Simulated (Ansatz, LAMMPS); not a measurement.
# Elastic response of a frame of amorphous poly(p-phenylene) (as short chains C38H30) from 300 K (136 atoms)

Aim: relax a frame of amorphous poly(p-phenylene) (as short chains C38H30) from 300 K (136 atoms), then change its volume and shape to read moduli from the stress.

Program: Ansatz 0.2.0. Level of theory: Kohn-Sham DFT, PBE+D3(BJ), PAW (set soft_2), plane waves. Results are calculated unless marked as measured.

## (1) The starting structure

The cell holds 136 atoms: 76 C and 60 H. Its edges and angles: a = 11.044 Å, b = 11.044 Å, c = 11.044 Å, α = 90.0°, β = 90.0°, γ = 90.0°. 2 poly(p-phenylene) chains of 6 units with methyl end groups placed at random, at 1.2 g/cm³; overlaps pushed apart, then 20 ps at 800 K with MMFF94 bonds, angles, torsions, charges and radii (Halgren, J. Comput. Chem. 17, 490 (1996)) in harmonic and 12-6 forms. Snapshot after 30 ps at 300 K and fixed volume.

What the set-up can't give: The network of contacts between molecules at the start is that of the classical potential that made the cell, and needn't be the one that DFT or experiment would give. The Brillouin zone is sampled at Γ only.

## (2) Single point at the start

A single point comes first, to see the forces before anything moves.

The input, input.yaml:

```yaml
crystal:
  lattice:
    - [11.04351, 0.0, 0.0]
    - [0.0, 11.04351, 0.0]
    - [0.0, 0.0, 11.04351]
  atoms:
    - { symbol: C, position: [0.42522, 0.76965, 0.8316] }
    - { symbol: C, position: [0.35012, 0.88008, 0.85577] }
    - { symbol: C, position: [0.28931, 0.89309, 0.96124] }
    - { symbol: C, position: [0.22061, 0.98931, 0.98457] }
    - { symbol: C, position: [0.20899, 0.08174, 0.89627] }
    - { symbol: C, position: [0.26926, 0.06934, 0.7852] }
    - { symbol: C, position: [0.33595, 0.96573, 0.76065] }
    - { symbol: C, position: [0.12808, 0.18153, 0.91018] }
    - { symbol: C, position: [0.10836, 0.22765, 0.02618] }
    - { symbol: C, position: [0.01328, 0.3063, 0.04674] }
    - { symbol: C, position: [0.93241, 0.33808, 0.95563] }
    - { symbol: C, position: [0.95861, 0.29953, 0.83829] }
    - { symbol: C, position: [0.05724, 0.22624, 0.81692] }
    - { symbol: C, position: [0.82246, 0.40061, 0.98882] }
    - { symbol: C, position: [0.75196, 0.46874, 0.90323] }
    - { symbol: C, position: [0.63886, 0.51158, 0.93708] }
    - { symbol: C, position: [0.58659, 0.47733, 0.04619] }
    - { symbol: C, position: [0.65268, 0.41094, 0.12941] }
    - { symbol: C, position: [0.76476, 0.36577, 0.09467] }
    - { symbol: C, position: [0.46293, 0.51292, 0.08053] }
    - { symbol: C, position: [0.43981, 0.59942, 0.17466] }
    - { symbol: C, position: [0.32172, 0.63646, 0.1893] }
    - { symbol: C, position: [0.2271, 0.58767, 0.12222] }
    - { symbol: C, position: [0.25424, 0.51997, 0.01809] }
    - { symbol: C, position: [0.37283, 0.47592, 0.00332] }
    - { symbol: C, position: [0.10008, 0.63478, 0.13826] }
    - { symbol: C, position: [0.00764, 0.62449, 0.05445] }
    - { symbol: C, position: [0.90229, 0.68812, 0.0641] }
    - { symbol: C, position: [0.8855, 0.76676, 0.16239] }
    - { symbol: C, position: [0.96439, 0.76732, 0.25373] }
    - { symbol: C, position: [0.0757, 0.70112, 0.24386] }
    - { symbol: C, position: [0.78929, 0.85287, 0.15668] }
    [... 98 atom lines left out ...]
    - { symbol: H, position: [0.90385, 0.32378, 0.32332] }
    - { symbol: H, position: [0.71798, 0.2469, 0.63365] }
    - { symbol: H, position: [0.59401, 0.4083, 0.62172] }
    - { symbol: H, position: [0.84126, 0.08479, 0.47266] }
    - { symbol: H, position: [0.92398, 0.15555, 0.59572] }
    - { symbol: H, position: [0.98422, 0.15938, 0.45147] }
kpoints:
  mp_grid: { grid: [1, 1, 1] }
hamiltonian:
  xc: pbe
  dispersion: d3bj
scf:
  occupations: { method: fixed }
output:
  forces: true
```

Command:

```sh
$ ansatz run input.yaml --threads 4 --pin off --max-ram 8192MiB --backend cpu --events-out ev --progress --plain --runs-dir out
```

Numbers of over 12 decimals in the logs are rounded to 6 here.

Output:

```text
[...]
Pseudopotentials: kind: paw
Pseudopotential: C, paw, valence charge 4, recommended cutoff 420 eV (normal), C.paw.azcp
Pseudopotential: H, paw, valence charge 1, recommended cutoff 420 eV (normal), H.paw.azcp
[... 5 lines on functional and potentials left out ...]
Crystal: 136 atoms, lattice volume = 1346.857 Å³
Basis set: ecut = 420 eV, 26193 PW (Γ), exchange–correlation on 150×150×150 points (8 copies of the dense FFT grid, shifted against one another)
Bands: 318, of which v1, the nominal top of the filled ones, is band 182 counted from 1 (181 counted from 0)
Symmetry: 1 space group operations
Space group: P1 (ITA 1), of the structure as read, at distance tolerance 1.1e-4 Å
k-points: 1
[... 5 lines on functional and potentials left out ...]
Initial density: superposition of atomic densities (neutral atoms: chi_scale 0, normalization atom), corrected by the library's trained network
Initial wavefunctions: pseudopotential atomic-orbital guess
[...]
SCF iter   1: F=—  HF=-20030.580884 eV  |F-HF|=—  |Δ(HF+E_count)|=         —  Δρ=3.76e-3  dr2=2.66e-1  ethr=1.77e-3  ⟨swp⟩=5.0  Hψ=1007  notcnv=0  defer=134
preconditioner: auto → Resta (q_TF=auto, 2.194 Å⁻¹)  ε∞=2.6  [insulator: Δε(μ)=2.778 eV  Ē_g=15.460 eV  n_scr=250 (ndim 8)  ℏωp=19.3 eV  f_vac=0.170  ε∞_Penn≈2.6]
SCF iter   2: F=—  HF=-20030.548693 eV  |F-HF|=—  |Δ(HF+E_count)|=   3.22e-2  Δρ=1.85e-3  dr2=4.74e-2  ethr=7.30e-5  ⟨swp⟩=3.0  Hψ=495  notcnv=0  defer=134
SCF iter   3: F=—  HF=-20030.557749 eV  |F-HF|=—  |Δ(HF+E_count)|=   9.06e-3  Δρ=6.87e-4  dr2=7.56e-3  ethr=1.30e-5  ⟨swp⟩=3.0  Hψ=309  notcnv=0  defer=51
automatic band count: iteration 3 solves 235 bands in place of 318: the levels show a gap, and the empty bands left out lie too high to hold charge; the band table lists the bands solved (type scf.n_extra_bands for more)
SCF iter   4: F=—  HF=-20030.559628 eV  |F-HF|=—  |Δ(HF+E_count)|=   1.88e-3  Δρ=2.08e-4  dr2=9.80e-4  ethr=2.08e-6  ⟨swp⟩=2.0  Hψ=334  notcnv=0  defer=51
SCF iter   5: F=—  HF=-20030.559903 eV  |F-HF|=—  |Δ(HF+E_count)|=   2.75e-4  Δρ=8.52e-5  dr2=1.73e-4  ethr=2.69e-7  ⟨swp⟩=2.0  Hψ=352  notcnv=0  defer=51
SCF iter   6: F=—  HF=-20030.559945 eV  |F-HF|=—  |Δ(HF+E_count)|=   4.19e-5  Δρ=3.29e-5  dr2=2.01e-5  ethr=4.75e-8  ⟨swp⟩=2.0  Hψ=305  notcnv=0  defer=51
SCF iter   7: F=—  HF=-20030.558442 eV  |F-HF|=—  |Δ(HF+E_count)|=   1.50e-3  Δρ=1.20e-5  dr2=2.61e-6  ethr=5.51e-9  ⟨swp⟩=2.0  Hψ=387  notcnv=0  defer=50
SCF iter   8: F=—  HF=-20030.558442 eV  |F-HF|=—  |Δ(HF+E_count)|=   4.75e-7  Δρ=3.83e-6  dr2=2.50e-7  ethr=7.17e-10  ⟨swp⟩=2.0  Hψ=345  notcnv=0  defer=50
SCF iter   9: F=-20030.558442 eV  HF=-20030.558442 eV  |F-HF|=9.90e-9  |Δ(HF+E_count)|=   1.44e-7  Δρ=1.31e-6  dr2=3.45e-8  ethr=2.75e-11  ⟨swp⟩=4.0  Hψ=749  notcnv=0
SCF 1 converged in 9 iterations: F = -20030.558442 eV  dr2 = 3.45e-8
[...]
SCF converged after 9 iterations
Free energy (F): -20030.558442 eV
Harris-Foulkes:  -20030.558442 eV  (|F-HF|=9.90e-9)
Internal energy: -20030.558442 eV  (E = F + TS)
E sigma→0 (E₀):  -20030.558442 eV
Fermi energy:    0.942202 eV
--- Per-component energies (eV) ---
[...]
Σ components = -20030.558442   (vs F -20030.558442, Δ=0.00e0)
--- Forces (eV/Å), atoms counted from 1 ---
  atom   1  C     -0.14171341    -0.46482207     0.45056918
  atom   2  C      0.81364265    -0.41386660    -2.86335231
  atom   3  C      0.96730074    -2.27838813     0.84058756
  atom   4  C     -1.08837257     2.38594493    -0.91872742
[...]
atom 136  H     -1.26209749     0.34910832     0.69890039
  max |Σ_I F_I| component: 6.01e-5 eV/Å
```

It took 4.8 s on 4 threads of Intel Xeon Platinum 8559C (Emerald Rapids), shared host; peak memory 1.4 GiB; 17 s of CPU time.

Reading the cycles: dr2 is the Hartree energy of the density residual (eV), the measure of convergence; HF is the Harris–Foulkes estimate of the energy, which meets the free energy F at convergence.

The r.m.s. force at the start is 0.97 eV/Å.

## (3) Cell and atoms relaxed

The cell is relaxed with the atoms, since the starting lattice needn't suit this functional.

The input, input.yaml:

```yaml
crystal:
  lattice:
    - [11.04351, 0.0, 0.0]
    - [0.0, 11.04351, 0.0]
    - [0.0, 0.0, 11.04351]
  atoms:
    [... the 136 atom lines of step 2 ...]
kpoints:
  mp_grid: { grid: [1, 1, 1] }
hamiltonian:
  xc: pbe
  dispersion: d3bj
scf:
  occupations: { method: fixed }
output:
  forces: true
relax:
  f_tol: 0.05
  max_steps: 150
  cell: {}
```

Output:

```text
[...]
Crystal: 136 atoms, lattice volume = 1346.857 Å³
Basis set: ecut = 420 eV, 26193 PW (Γ), exchange–correlation on 150×150×150 points (8 copies of the dense FFT grid, shifted against one another)
Bands: 318, of which v1, the nominal top of the filled ones, is band 182 counted from 1 (181 counted from 0)
Symmetry: 1 space group operations
[...]
k-points: 1
[...]
SCF iter   1: F=—  HF=-20030.580885 eV  |F-HF|=—  |Δ(HF+E_count)|=         —  Δρ=3.76e-3  dr2=2.66e-1  ethr=1.77e-3  ⟨swp⟩=5.0  Hψ=1007  notcnv=0  defer=134
[...]
SCF iter   9: F=-20030.558442 eV  HF=-20030.558442 eV  |F-HF|=9.94e-9  |Δ(HF+E_count)|=   1.44e-7  Δρ=1.31e-6  dr2=3.45e-8  ethr=2.75e-11  ⟨swp⟩=4.0  Hψ=749  notcnv=0
SCF 1 converged in 9 iterations: F = -20030.558442 eV  dr2 = 3.45e-8
[...]
relax step   1: F+E_penalty+E_count = -20030.55844226 eV  Δ(F+E_penalty+E_count) = +0.000e0 eV  max|allowed force component| = 4.536e0 eV/Å  Δτ_max = 0.0000 Å  P = +3.768 GPa  Ω = 1346.857 Å³  (9 SCF iters, dr2 threshold 1.00e-7 eV, accepted)
[... from here on, the SCF cycles and remarks between the steps are left out ...]
relax step   2: F+E_penalty+E_count = -20034.73654081 eV  Δ(F+E_penalty+E_count) = -4.178e0 eV  max|allowed force component| = 1.587e0 eV/Å  Δτ_max = 0.1948 Å  P = +0.024 GPa  Ω = 1383.336 Å³  energy of the carried Pulay correction = -8.954e-2 eV  (7 SCF iters, dr2 threshold 1.36e-5 eV, accepted)
relax step   3: F+E_penalty+E_count = -20035.60165219 eV  Δ(F+E_penalty+E_count) = -8.651e-1 eV  max|allowed force component| = 7.409e-1 eV/Å  Δτ_max = 0.1939 Å  P = -0.709 GPa  Ω = 1385.602 Å³  energy of the carried Pulay correction = -9.502e-2 eV  (7 SCF iters, dr2 threshold 1.36e-5 eV, accepted)
relax step   4: F+E_penalty+E_count = -20035.87118578 eV  Δ(F+E_penalty+E_count) = -2.695e-1 eV  max|allowed force component| = 3.058e-1 eV/Å  Δτ_max = 0.2000 Å  P = -0.088 GPa  Ω = 1345.793 Å³  energy of the carried Pulay correction = +2.646e-3 eV  (7 SCF iters, dr2 threshold 1.36e-5 eV, accepted)
relax step   5: F+E_penalty+E_count = -20035.91165973 eV  Δ(F+E_penalty+E_count) = -4.047e-2 eV  max|allowed force component| = 1.544e-1 eV/Å  Δτ_max = 0.2000 Å  P = +0.034 GPa  Ω = 1361.561 Å³  energy of the carried Pulay correction = -3.638e-2 eV  (7 SCF iters, dr2 threshold 5.84e-6 eV, accepted)
relax step   6: F+E_penalty+E_count = -20035.96759592 eV  Δ(F+E_penalty+E_count) = -5.594e-2 eV  max|allowed force component| = 1.737e-1 eV/Å  Δτ_max = 0.1431 Å  P = -0.102 GPa  Ω = 1357.930 Å³  energy of the carried Pulay correction = -2.744e-2 eV  (8 SCF iters, dr2 threshold 1.49e-6 eV, accepted)
relax step   7: F+E_penalty+E_count = -20035.99450736 eV  Δ(F+E_penalty+E_count) = -2.691e-2 eV  max|allowed force component| = 8.763e-2 eV/Å  Δτ_max = 0.0872 Å  P = -0.021 GPa  Ω = 1354.915 Å³  energy of the carried Pulay correction = -1.999e-2 eV  (7 SCF iters, dr2 threshold 1.89e-6 eV, accepted)
relax step   8: F+E_penalty+E_count = -20036.01839578 eV  Δ(F+E_penalty+E_count) = -2.389e-2 eV  max|allowed force component| = 1.380e-1 eV/Å  Δτ_max = 0.1340 Å  P = -0.054 GPa  Ω = 1351.739 Å³  energy of the carried Pulay correction = -1.212e-2 eV  (8 SCF iters, dr2 threshold 4.80e-7 eV, accepted)
relax step   9: F+E_penalty+E_count = -20036.02918131 eV  Δ(F+E_penalty+E_count) = -1.079e-2 eV  max|allowed force component| = 6.627e-2 eV/Å  Δτ_max = 0.0516 Å  P = +0.020 GPa  Ω = 1352.109 Å³  energy of the carried Pulay correction = -1.304e-2 eV  (7 SCF iters, dr2 threshold 1.19e-6 eV, accepted)
relax step  10: F+E_penalty+E_count = -20036.02270382 eV  Δ(F+E_penalty+E_count) = +6.477e-3 eV  max|allowed force component| = 3.343e-1 eV/Å  Δτ_max = 0.1192 Å  P = -0.196 GPa  Ω = 1352.350 Å³  energy of the carried Pulay correction = -1.364e-2 eV  (8 SCF iters, dr2 threshold 2.74e-7 eV, rejected (line search))
relax step  11: F+E_penalty+E_count = -20036.03520549 eV  Δ(F+E_penalty+E_count) = -6.024e-3 eV  max|allowed force component| = 5.428e-2 eV/Å  Δτ_max = 0.0548 Å  P = +0.004 GPa  Ω = 1352.511 Å³  energy of the carried Pulay correction = -1.404e-2 eV  (11 SCF iters, accepted)
relax step  12: F+E_penalty+E_count = -20036.03942372 eV  Δ(F+E_penalty+E_count) = -4.218e-3 eV  max|allowed force component| = 1.831e-1 eV/Å  Δτ_max = 0.0972 Å  P = -0.073 GPa  Ω = 1352.114 Å³  energy of the carried Pulay correction = -1.305e-2 eV  (8 SCF iters, dr2 threshold 1.84e-7 eV, accepted)
relax step  13: F+E_penalty+E_count = -20036.04379141 eV  Δ(F+E_penalty+E_count) = -4.368e-3 eV  max|allowed force component| = 4.613e-2 eV/Å  Δτ_max = 0.0227 Å  P = -0.027 GPa  Ω = 1351.763 Å³  energy of the carried Pulay correction = -1.218e-2 eV  (5 SCF iters, dr2 threshold 2.10e-6 eV, accepted)
relax step  14: F+E_penalty+E_count = -20036.04893271 eV  Δ(F+E_penalty+E_count) = -5.141e-3 eV  max|allowed force component| = 7.159e-2 eV/Å  Δτ_max = 0.0673 Å  P = -0.021 GPa  Ω = 1351.250 Å³  energy of the carried Pulay correction = -1.091e-2 eV  (9 SCF iters, accepted)
[...]
relax step  19: F+E_penalty+E_count = -20036.04347362 eV  Δ(F+E_penalty+E_count) = +2.197e-2 eV  max|allowed force component| = 7.268e-1 eV/Å  Δτ_max = 0.1470 Å  P = -0.104 GPa  Ω = 1350.492 Å³  energy of the carried Pulay correction = -9.031e-3 eV  (7 SCF iters, dr2 threshold 1.59e-7 eV, rejected (line search))
relax step  20: F+E_penalty+E_count = -20036.05375019 eV  Δ(F+E_penalty+E_count) = +1.169e-2 eV  max|allowed force component| = 8.422e-2 eV/Å  Δτ_max = 0.0735 Å  P = -0.010 GPa  Ω = 1352.891 Å³  energy of the carried Pulay correction = -1.498e-2 eV  (10 SCF iters, rejected (line search))
relax step  21: F+E_penalty+E_count = -20036.06726734 eV  Δ(F+E_penalty+E_count) = -1.828e-3 eV  max|allowed force component| = 1.277e-2 eV/Å  Δτ_max = 0.0355 Å  P = +0.003 GPa  Ω = 1351.107 Å³  energy of the carried Pulay correction = -1.056e-2 eV  (9 SCF iters, accepted)
relax step  22: F+E_penalty+E_count = -20036.12547069 eV  Δ(F+E_penalty+E_count) = -5.820e-2 eV  max|allowed force component| = 1.111e-2 eV/Å  Δτ_max = 0.0000 Å  P = +0.030 GPa  Ω = 1351.107 Å³  stress off target by 1.41e-1 GPa  SCF on the basis re-selected at this cell (its energy is not comparable with the rows above)  (6 SCF iters)
relax step  23: F+E_penalty+E_count = -20036.12753940 eV  Δ(F+E_penalty+E_count) = -2.069e-3 eV  max|allowed force component| = 3.490e-2 eV/Å  Δτ_max = 0.0456 Å  P = +0.007 GPa  Ω = 1352.962 Å³  energy of the carried Pulay correction = -4.012e-3 eV  (8 SCF iters, dr2 threshold 4.98e-8 eV, accepted)
relax step  24: F+E_penalty+E_count = -20036.12974814 eV  Δ(F+E_penalty+E_count) = -2.209e-3 eV  max|allowed force component| = 1.327e-1 eV/Å  Δτ_max = 0.0912 Å  P = -0.037 GPa  Ω = 1355.248 Å³  energy of the carried Pulay correction = -8.550e-3 eV  (9 SCF iters, dr2 threshold 1.31e-8 eV, accepted)
relax step  25: F+E_penalty+E_count = -20036.13466325 eV  Δ(F+E_penalty+E_count) = -4.915e-3 eV  max|allowed force component| = 2.058e-2 eV/Å  Δτ_max = 0.0275 Å  P = -0.017 GPa  Ω = 1354.361 Å³  energy of the carried Pulay correction = -5.985e-3 eV  (6 SCF iters, dr2 threshold 1.10e-6 eV, accepted)
relax step  26: F+E_penalty+E_count = -20036.13868310 eV  Δ(F+E_penalty+E_count) = -4.020e-3 eV  max|allowed force component| = 1.714e-2 eV/Å  Δτ_max = 0.0224 Å  P = -0.012 GPa  Ω = 1353.358 Å³  energy of the carried Pulay correction = -3.483e-3 eV  (8 SCF iters, dr2 threshold 1.50e-8 eV, accepted)
relax step  27: F+E_penalty+E_count = -20036.14433780 eV  Δ(F+E_penalty+E_count) = -5.655e-3 eV  max|allowed force component| = 4.372e-2 eV/Å  Δτ_max = 0.0438 Å  P = -0.008 GPa  Ω = 1351.466 Å³  energy of the carried Pulay correction = +1.144e-3 eV  (10 SCF iters, accepted)
relax step  28: F+E_penalty+E_count = -20036.15348820 eV  Δ(F+E_penalty+E_count) = -9.150e-3 eV  max|allowed force component| = 4.442e-2 eV/Å  Δτ_max = 0.0000 Å  P = -0.004 GPa  Ω = 1351.466 Å³  stress off target by 8.02e-2 GPa  SCF on the basis re-selected at this cell (its energy is not comparable with the rows above)  (5 SCF iters)
relax step  29: F+E_penalty+E_count = -20036.16155422 eV  Δ(F+E_penalty+E_count) = -8.066e-3 eV  max|allowed force component| = 8.849e-2 eV/Å  Δτ_max = 0.0868 Å  P = -0.015 GPa  Ω = 1349.865 Å³  energy of the carried Pulay correction = +3.897e-3 eV  (9 SCF iters, dr2 threshold 1.61e-8 eV, accepted)
relax step  30: F+E_penalty+E_count = -20036.16150851 eV  Δ(F+E_penalty+E_count) = +4.571e-5 eV  max|allowed force component| = 1.064e-1 eV/Å  Δτ_max = 0.0267 Å  P = +0.015 GPa  Ω = 1349.960 Å³  energy of the carried Pulay correction = +3.668e-3 eV  (7 SCF iters, dr2 threshold 4.89e-7 eV, accepted)
relax step  31: F+E_penalty+E_count = -20036.16262176 eV  Δ(F+E_penalty+E_count) = -1.113e-3 eV  max|allowed force component| = 8.083e-3 eV/Å  Δτ_max = 0.0154 Å  P = +0.003 GPa  Ω = 1349.961 Å³  energy of the carried Pulay correction = +3.613e-3 eV  (6 SCF iters, dr2 threshold 7.07e-7 eV, accepted)
relax step  32: F+E_penalty+E_count = -20036.16182626 eV  Δ(F+E_penalty+E_count) = +7.955e-4 eV  max|allowed force component| = 7.816e-3 eV/Å  Δτ_max = 0.0000 Å  P = +0.005 GPa  Ω = 1349.961 Å³  stress off target by 4.04e-2 GPa  SCF on the basis re-selected at this cell (its energy is not comparable with the rows above)  (6 SCF iters)
basis re-selected at this cell: Δ(F+E_penalty+E_count) = +7.955e-4 eV, ΔP = +0.002 GPa vs the last step (what re-selecting the basis moved, of the pressure what is left beyond the Pulay correction that the steps carried, after the strain that the cell walked since its last selection, [...]
SCF converged after 6 iterations
Free energy (F): -20036.161826 eV
[...]
Internal energy: -20036.161826 eV  (E = F + TS)
E sigma→0 (E₀):  -20036.161826 eV
Fermi energy:    0.897790 eV
[...]
Σ components = -20036.161826   (vs F -20036.161826, Δ=0.00e0)
--- Forces (eV/Å), atoms counted from 1 ---
  atom   1  C     -0.00628005     0.00684541     0.00164857
  atom   2  C      0.00436049    -0.00181491    -0.00026526
  atom   3  C      0.00409437     0.00047893     0.00129010
  atom   4  C     -0.00354484    -0.00144719    -0.00021727
[...]
atom 136  H     -0.00293775    -0.00158839    -0.00271339
  max |Σ_I F_I| component: 6.05e-6 eV/Å
--- Stress (GPa, compression-positive) ---
        0.038596       0.002316      -0.006859
        0.002311      -0.037717      -0.001359
       -0.006859      -0.001360       0.013225
  P = ⅓ Tr σ = 0.0047 GPa (0.047 kbar)
--- Relaxed structure (29 steps of the walk, 25 accepted, 3 SCFs on fresh bases) ---
  F+E_penalty+E_count = -20036.16182626 eV   max|allowed force component| = 7.816e-3 eV/Å   (the final SCF, on the basis selected at the relaxed cell)
  cell:  # Å, volume = 1349.9610 Å³
    - [11.570752, -0.121477, -0.108772]
    - [-0.121477, 10.433707, -0.082354]
    - [-0.108772, -0.082354, 11.185097]
  atoms:
    - { symbol: C, position: [0.421155, 0.784099, 0.822523] }
    - { symbol: C, position: [0.343196, 0.894123, 0.847133] }
    - { symbol: C, position: [0.286035, 0.904703, 0.956119] }
    - { symbol: C, position: [0.212992, 1.005787, 0.979464] }
[...]
- { symbol: H, position: [0.989696, 0.125386, 0.486097] }
```

Run time: 2.4 min. Hardware: 4 threads; peak memory 1.4 GiB; 8.6 min of CPU time.

The relaxation converged after 29 steps, with a largest force component of 0.0078 eV/Å.

(Continued in part 2 of 3.)

[Logs are printed without paths, hosts, clocks, repeated set-up lines and the standing remarks that a program may print on its own settings, such as how far it seeks lower states.]

[Hosts, paths, dates, database ids (printed as entryN), source tags and the programs' standing remarks are cut or masked in the printed files.]

[The MMFF94 radii named for the starting cell were scaled by 0.96; in molecules described by MMFF94, hydrogen bound to N, O or S took a small fixed 12-6 site in their place.]
